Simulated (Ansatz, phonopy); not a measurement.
# How Al (Aluminum, Fm-3m) expands on warming, part 4 of 4

Aim: the lattice, expansion, heat capacity and bulk modulus of Aluminum as it warms.

What experiment has found for this phase:
- volume expansion coefficient 69 1e-6/K and heat capacity C_P per formula unit 24.2 J/mol/K near room temperature (given in “High-Throughput Prediction of Finite-Temperature Properties using the Quasi-Harmonic Approximation”, 2016, arXiv:1603.06924)

Ansatz 0.2.0; DFT LDA, scalar-relativistic, plane waves, PAW (the session's first sound run).

So far, isothermal bulk modulus at 298 K (GPa): step 5 (phonons on strained cells, functional LDA, q-mesh 2×2×2) 73.7; step 7 (q-mesh 4×4×4) 73.8. Also volume expansion coefficient at 300 K (× 1e-6/K): step 6 (free-energy fit) 72.4; step 8 (quasi-harmonic fit by phonopy) 70.1.

## Step 10: Phonons on strained cells, q-mesh 4×4×4

Level of this step: DFT PBE, scalar-relativistic, plane waves, PAW (Ansatz).

Thermal expansion follows from how the free energy of the vibrations (and of the electrons in a metal) changes with strain, so the program makes strained cells, their phonons and a fit in one run.

input.yaml

```yaml
crystal:
  lattice:
    - [0.0, 2.0200822698, 2.0200822698]
    - [2.0200822698, 0.0, 2.0200822698]
    - [2.0200822698, 2.0200822698, 0.0]
  atoms:
    - { symbol: Al, position: [0.0, 0.0, 0.0] }
kpoints:
  mp_grid: { grid: [20, 20, 20] }
hamiltonian:
  xc: pbe
scf:
  occupations: { method: methfessel_paxton, width: 0.2 }
output:
  eigenvalues: true
phonons:
  method: dfpt
  qmesh: [4, 4, 4]
  temperatures: { t_max: 850.0, t_step: 50 }
  thermal_expansion: {}
```

Started as:

```console
$ ansatz run input.yaml --threads 4 --pin off --max-ram 8192MiB --backend cpu --events-out ev --progress --plain --runs-dir out
```

Numbers of over 12 decimals in the logs are rounded to 6 here.

Log:

```text
[...]
Crystal: 1 atoms, lattice volume = 16.487 Å³
Basis set: ecut = 487.2 eV, 411 PW (Γ), exchange–correlation on 48×48×48 points (8 copies of the dense FFT grid, shifted against one another)
Bands: 6, of which v1, the nominal top of the filled ones, is band 2 counted from 1 (1 counted from 0)
Symmetry: 48 space group operations
[...]
k-points: 256 of 8000
[...]
850.00    2.92771    2.92771    2.92771    17.7448 |   36.55   36.55   36.55  109.65 |   92.48 |    31.071    25.594 |    50.15    60.88
[...]
vibrations' free energy: its fit leaves 0.0000 meV an atom at the most
[...]
free energies summed between the sampled wave vectors
[...]
eigensolver_not_converged in the phonons of 5 cells: 4, 6, 7, 8, 9
[key lines of the parts left out:]
SCF converged after 6 iterations
Free energy (F): -537.502305 eV
Fermi energy:    7.998739 eV
P = ⅓ Tr σ = -0.0118 GPa (-0.118 kbar)
```

The job ended after 8.4 min (4 threads of Arm Neoverse V1, shared host; peak memory 2.3 GiB).

Strained cells of the study; zero-point energy where phonons were solved; the pressures are stresses at a fixed cutoff and can carry an offset from the finite basis. Expansion cells, by row:

| cell | \|a\| (Å) | \|b\| (Å) | \|c\| (Å) | V (Å³/atom) | E - E_lowest (meV/atom) | pressure, compression positive (GPa) | gap (eV) | zero-point energy (meV/atom) |
| --- | --- | --- | --- | --- | --- | --- | --- | --- |
| 1 | 2.857 | 2.857 | 2.857 | 16.49 | 0 | -0.014 | - | - |
| 2 | 2.88 | 2.88 | 2.88 | 16.89 | 2.22 | -1.733 | - | - |
| 3 | 2.834 | 2.834 | 2.834 | 16.1 | 2.26 | 1.913 | - | - |
| 4 | 2.857 | 2.857 | 2.857 | 16.49 | 0 | -0.022 | - | 38.4 |
| 5 | 2.871 | 2.871 | 2.871 | 16.74 | 0.896 | -1.121 | - | 37.22 |
| 6 | 2.893 | 2.893 | 2.893 | 17.11 | 5.337 | -2.619 | - | 35.47 |
| 7 | 2.911 | 2.911 | 2.911 | 17.44 | 11.75 | -3.751 | - | 34.04 |
| 8 | 2.929 | 2.929 | 2.929 | 17.76 | 20.51 | -4.784 | - | 32.62 |
| 9 | 2.947 | 2.947 | 2.947 | 18.1 | 31.48 | -5.722 | - | 31.23 |
| 10 | 2.829 | 2.829 | 2.829 | 16 | 3.545 | 2.425 | - | - |
| 11 | 2.843 | 2.843 | 2.843 | 16.24 | 0.858 | 1.158 | - | - |
| 12 | 2.971 | 2.971 | 2.971 | 18.54 | 48.62 | -6.797 | - | - |

Changing the level of theory (LDA → PBE) takes the volume expansion at 298 K from 70.1 to 73.2 × 10⁻⁶/K and B_T from 73.8 to 67.8 GPa.

## Step 11: Comparing the runs

Times are for 4 threads of Arm Neoverse V1, shared host. The runs compared:

| no. | functional | cutoff (eV) | k-mesh | q-mesh | method | pressure (GPa) | volume expansion coefficient at 298 K (1e-6/K) | C_P at 298 K (J/mol-atom/K) | isothermal bulk modulus at 298 K (GPa) | time | memory (GiB) |
| --- | --- | --- | --- | --- | --- | --- | --- | --- | --- | --- | --- |
| 1 | lda | 487.2 | 20×20×20 | 2×2×2 | dfpt | 0 | 72.36 | 24.36 | 73.71 | 2 min | 0.82 |
| 2 | lda | 487.2 | 20×20×20 | 4×4×4 | dfpt | 0 | 70.11 | 24.24 | 73.80 | 8.2 min | 2.2 |
| 3 | pbe | 487.2 | 20×20×20 | 4×4×4 | dfpt | 0 | 73.22 | 24.42 | 67.85 | 8.4 min | 2.3 |

The runs together, line volume. Table of expansion coefficient, volume by temperature; values in 1e-6/K:

```csv
temperature (K),"lda, 487.2, 20×20×20, 2×2×2, dfpt, 0","lda, 487.2, 20×20×20, 4×4×4, dfpt, 0","pbe, 487.2, 20×20×20, 4×4×4, dfpt, 0"
0,0,0,0
50,12.5,10.5,11.9
100,39.1,36.5,39.3
150,54.5,52.1,55.1
200,63.1,60.8,63.8
250,68.5,66.3,69.3
298,72.4,70.1,73.2
300,72.5,70.2,73.4
350,75.7,73.5,76.7
400,78.6,76.3,79.6
450,81.3,79.0,82.5
500,83.9,81.5,85.2
550,86.6,84.2,88.1
600,89.4,86.8,91.1
650,92.3,89.7,94.2
700,95.3,92.6,97.6
750,98.6,95.8,101
800,102,99.2,105
850,106,103,110
```

The runs together, line C_P. Table of heat capacity, C_P by temperature; values in J/mol-atom/K:

```csv
temperature (K),"lda, 487.2, 20×20×20, 2×2×2, dfpt, 0","lda, 487.2, 20×20×20, 4×4×4, dfpt, 0","pbe, 487.2, 20×20×20, 4×4×4, dfpt, 0"
0,0,0,0
50,4.11,3.67,4.01
100,13.3,12.9,13.4
150,18.6,18.4,18.8
200,21.5,21.4,21.7
250,23.2,23.1,23.3
298,24.4,24.2,24.4
300,24.4,24.3,24.5
350,25.2,25.1,25.3
400,25.9,25.8,26.0
450,26.5,26.4,26.6
500,27.1,26.9,27.1
550,27.6,27.4,27.6
600,28.1,27.9,28.1
650,28.6,28.4,28.7
700,29.2,29.0,29.2
750,29.7,29.5,29.8
800,30.3,30.1,30.4
850,31.0,30.7,31.1
```

## Step 12: Free-energy fit

This step: DFT PBE, scalar-relativistic, plane waves, PAW (phonopy 4.10.0).

The fit gives a volume expansion of 73.2 × 10⁻⁶/K at 300 K, against 73.2 at 298 K from the study itself, whose static fit uses more cells.

## Step 13: What came out

| Item | Value |
| --- | --- |
| settings of these figures | PBE, 487.2 eV, k 20×20×20, q 4×4×4 |
| volume expansion coefficient at 298 K | 73.22 1e-6/K |
| C_P at 298 K | 24.42 J/mol-atom/K |
| entropy at 298 K | 28.84 J/mol-atom/K |
| isothermal bulk modulus at 298 K | 67.85 GPa |
| Grüneisen parameter at 298 K | 2.166 |
| volume at 298 K | 16.88 Å³/atom |
| principal linear expansion coefficients at 298 K | 24.41, 24.41, 24.41 1e-6/K |

In words: Near room temperature Aluminum expands by 73.2 × 10⁻⁶/K in volume by PBE, with C_P = 24.4 J/(mol K) per mole of atoms and B_T = 67.8 GPa. C_P at room temperature is 98 % of the classical 3R an atom; C_V is 93 %, and the rest is expansion work. In this metal the study includes the electrons' free energy, which adds a term that grows with temperature, so the heat capacities need not level off at 3R. The log notes that a few bands missed the eigensolver's threshold in the phonon runs. A measured volume expansion coefficient near room temperature is 69 1e-6/K (arXiv:1603.06924); the calculated 73.2 1e-6/K differs by +6 %. A measured heat capacity per formula unit near room temperature is 24.2 J/mol/K (arXiv:1603.06924); the calculated 24.4 J/mol/K differs by +1 %. The levels of theory differ by up to 3.1 × 10⁻⁶/K in the volume expansion at 298 K.

[Logs are printed without paths, hosts, clocks, repeated set-up lines and the standing remarks that a program may print on its own settings, such as how far it seeks lower states.]

[Hosts, paths, dates, database ids (printed as entryN), source tags and the programs' standing remarks are cut or masked in the printed files.]

[A step with changed settings may run another functional than the one named; its input shows which.]
